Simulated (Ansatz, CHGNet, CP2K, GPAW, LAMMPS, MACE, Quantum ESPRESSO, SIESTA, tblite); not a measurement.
# GPAW runs on amorphous Ge (61 atoms), part 2 of 2

Wanted: GPAW inputs and outputs for amorphous Ge (61 atoms), checked against a plane-wave reference.

Program: GPAW 26.7.0; the method stands at each step. Banners, paths, timers and routine set-up lines are dropped from the logs unmarked, and long logs keep their key lines alone; longer cuts are marked.

So far. Step 3 (PBE, LCAO dzp, h 0.2 Å, other mixer settings): Against the first run (11 %), the force difference from the reference is 11 %, at 1.3 times the CPU time: another solver or mixer reaches the same state. Step 4 (PBE, LCAO dzp, h 0.15 Å): Against the first run (11 %), the force difference from the reference is 11 %, at 2.2 times the CPU time: the change moves forces by 9.9 meV/Å r.m.s., so most of the difference comes from elsewhere.

## Step 5: PBE, LCAO sz(dzp), h 0.2 Å

Method: Kohn-Sham DFT, PBE, PAW, atomic orbitals (sz(dzp)).

run.py reads:

```python
import numpy as np
from ase.io import read
from gpaw import GPAW, FermiDirac

atoms = read("structure.xyz")
atoms.calc = GPAW(
    mode="lcao",
    basis="sz(dzp)",
    h=0.2,
    xc="PBE",
    kpts={"size": (1, 1, 1), "gamma": True},
    occupations=FermiDirac(0.05),
    maxiter=200,
    symmetry={"point_group": False},
    txt="gpaw.txt",
)
energy = atoms.get_potential_energy(force_consistent=True)
forces = atoms.get_forces()
print(f"energy {energy:.6f} eV")
print("forces (eV/A)")
for i, (a, f) in enumerate(zip(atoms, forces)):
    print(f"{i:4d} {a.symbol:2s} {f[0]:10.5f} {f[1]:10.5f} {f[2]:10.5f}")
print(f"Fermi level {atoms.calc.get_fermi_level():.4f} eV")
for k in range(len(atoms.calc.get_ibz_k_points())):
    for s in range(atoms.calc.get_number_of_spins()):
        e = atoms.calc.get_eigenvalues(kpt=k, spin=s)
        n = np.searchsorted(e, atoms.calc.get_fermi_level())
        print(f"k {k} spin {s} levels about the Fermi level:", np.round(e[max(n - 6, 0):n], 4).tolist(), "|", np.round(e[n:n + 6], 4).tolist())
```

structure.xyz reads:

```xyz
61
Lattice="11.18750 0.00000 0.00000 0.00000 11.18750 0.00000 0.00000 0.00000 11.18750" Properties=species:S:1:pos:R:3 pbc="T T T"
[... 61 atom lines left out: the same atoms as in the first run ...]
```

On the command line:

```
> OMP_NUM_THREADS=1 python run.py > output.txt
```

Output:

```text
energy -232.853059 eV
forces (eV/A)
   0 Ge   -0.15909    0.51917    1.17653
   1 Ge   -1.19237   -0.18201   -0.93248
   2 Ge    1.26556    0.12485    0.93734
   3 Ge    0.89782   -0.78529   -0.58330
   4 Ge    0.69329   -0.10107    0.23854
   5 Ge    0.07464   -1.53165    0.80784
   6 Ge    1.62799    0.87267   -0.97067
   7 Ge   -0.59176   -0.24154   -1.04286
   8 Ge    0.45752    0.30648    0.30996
   9 Ge    0.52813    1.40310    1.10391
  10 Ge   -1.26921   -0.40701   -1.65138
  11 Ge    0.16278   -0.86528   -0.20591
[...]
56 Ge   -0.17288    0.21787    0.22068
  57 Ge   -0.05671    0.36811   -0.24696
  58 Ge   -0.27988   -0.11051    0.89213
  59 Ge   -0.05048    0.02076   -0.29926
  60 Ge    0.18604    0.47438    0.53551
Fermi level 5.5771 eV
k 0 spin 0 levels about the Fermi level: [4.8763, 5.0595, 5.1179, 5.169, 5.3836, 5.5016] | [5.6486, 5.8175, 5.9547, 5.9636, 6.1701, 6.2387]
```

gpaw.txt:

```text
Input parameters:
  mode=LCAO(),
  basis={'default': 'sz(dzp)'},
  h=0.2,
  kpts=MonkhorstPack(size=(1, 1, 1), gamma=True),
  maxiter=200,
  occupations=Occupations(name='fermi-dirac', width=0.05, fixmagmom=False),
  symmetry=Symmetry(point_group=False),
  xc=XC(name='PBE')
[... lines left out ...]
  Fermi-Dirac:
[... lines left out ...]
convergence criteria:
- Maximum [total energy] change in last 3 cyles: 0.0005 eV / valence electron
[... lines left out ...]
Converged in 14 steps
[... lines left out ...]
  Free energy:    -232.853059
[... lines left out ...]
Fermi level: 5.577
[... lines left out ...]
|          0 |        -7.313 |     2.000 |
|        ... |               |           |
|        114 |         4.749 |     2.000 |
|        115 |         4.776 |     2.000 |
[...]
|        129 |         6.552 |     0.000 |
|        ... |               |           |
|        150 |         8.609 |     0.000 |
Gap: 0.147 eV
Transition (v -> c):
  (s=0, k=0, n=121, [0.00, 0.00, 0.00]) -> (s=0, k=0, n=122, [0.00, 0.00, 0.00])
No difference between direct/indirect transitions
Force computation time: 3.875  # s
timing:  # [seconds]
  Total:  45.821  # ━━━━━━━━━━━━━━━━━━━━━━━━━━━━━━━━━━━━━━━━━━━━━━━━━━━━━━━━━
  Init:    5.494  # ━━━━━━━
  SCF:    36.428  # ━━━━━━━━━━━━━━━━━━━━━━━━━━━━━━━━━━━━━━━━━━━━━╸
  Forces:  3.875  # ━━━━━
```

Wall time 47 s (1 thread of Arm Neoverse V2, shared host); peak memory 1 GiB.

Compared with the plane-wave run:

```yaml
r_m_s_force_component: 0.8454 eV/Å
r_m_s_difference_of_force_components: 245.6 meV/Å
longest_difference_of_force_vectors: 659.1 meV/Å
force_difference_over_r_m_s_force: 38.6 %
slope_of_forces_against_the_reference_s: 1.308
correlation_of_force_components: 0.9846
```

This is a coarse setting, run to see what it loses.

Against the first run (11 %), the force difference from the reference is 39 %, at 0.30 times the CPU time, with 244 basis functions against 793: the smaller basis costs accuracy.

## Step 6: All runs compared

Differences are against the plane-wave reference, forces as r.m.s. over components; share is that over the reference's r.m.s. force, slope the least-squares factor from reference forces to these. Total energies of different programs have different zeros and aren't compared.

| run | Δ force, r.m.s. (meV/Å) | share (%) | slope | cores | CPU time | memory (GiB) |
| --- | --- | --- | --- | --- | --- | --- |
| reference | - | - | - | 4 | 11 min | 4.1 |
| GPAW PBE, LCAO dzp, h 0.2 Å | 71.6 | 11.3 | 1.088 | 1 | 2.6 min | 1.4 |
| GPAW PBE, LCAO dzp, h 0.2 Å, other mixer settings | 71.3 | 11.2 | 1.088 | 1 | 3.3 min | 1.3 |
| GPAW PBE, LCAO dzp, h 0.15 Å | 71.4 | 11.2 | 1.088 | 1 | 5.7 min | 3.1 |
| GPAW PBE, LCAO sz(dzp), h 0.2 Å (coarse) | 246 | 38.6 | 1.308 | 1 | 47 s | 1.0 |

Rows marked coarse were listed beforehand as settings not expected to be converged; some can still land near the reference.

CPU time is summed over cores on a shared host, where runs went side by side, so it is rough. Symmetry, cutoffs, thresholds, outputs and thread counts weren't matched or tuned between programs; memory under MPI is the largest rank's times the ranks.

Within one program, basis, potentials and functional, energies share a zero. Each run against its twin at the usual cutoff or grid and solver:

| run | twin | Δ energy (meV/atom) | Δ force, r.m.s. (meV/Å) | CPU time over the twin's |
| --- | --- | --- | --- | --- |
| GPAW PBE, LCAO dzp, h 0.2 Å, other mixer settings | LCAO dzp, h 0.2 Å | 0 | 1.08 | 1.3 |
| GPAW PBE, LCAO dzp, h 0.15 Å | LCAO dzp, h 0.2 Å | -7.21 | 9.89 | 2.2 |

## Step 7: What came out

```yaml
nearest_in_forces: a tie at 11 % of 3 runs: GPAW PBE, LCAO dzp, h 0.2 Å; GPAW PBE, LCAO dzp, h 0.2 Å, other mixer settings; GPAW PBE, LCAO dzp, h 0.15 Å
```

In words: The PBE runs in local orbitals, coarse settings apart, differ by 11 % in each run; basis, grid and potentials can all enter. Runs with settings chosen to be coarse differ by 39 % (GPAW PBE, LCAO sz(dzp), h 0.2 Å), their programs' other errors included. Of the electronic-structure runs that take under half the reference's CPU time, GPAW PBE, LCAO dzp, h 0.2 Å, other mixer settings is among the nearest, at 11 % in 3.3 min against 11 min. GPAW PBE, LCAO sz(dzp), h 0.2 Å stiffens the forces by a factor of 1.31 while following their directions (correlation 0.985); the slopes of the 4 GPAW runs lie between 1.09 and 1.31. The potentials hold different valence shells: 854 electrons in the reference, 244 in GPAW; this bears on time and differences. GPAW's setups keep the filled d shell of Ge in the core. The quench rate of 3 K/ps is many orders above laboratory rates, so the cell is likely richer in defects and strain than a real sample. The network of bonds at the start is that of the classical potential that made the cell, and needn't be the one that DFT or experiment would give. The electronic-structure runs sample only Γ, in a cell whose shortest periodic width is 11 Å, which is coarse for a cell with partly filled levels.

[Also dropped from logs without a mark: logging warnings of Python, and SIESTA's first energy breakdown and zero terms.]

[Logs are printed without paths, hosts, clocks, repeated set-up lines and the standing remarks that a program may print on its own settings, such as how far it seeks lower states.]

[Hosts, paths, dates, database ids (printed as entryN), source tags and the programs' standing remarks are cut or masked in the printed files.]
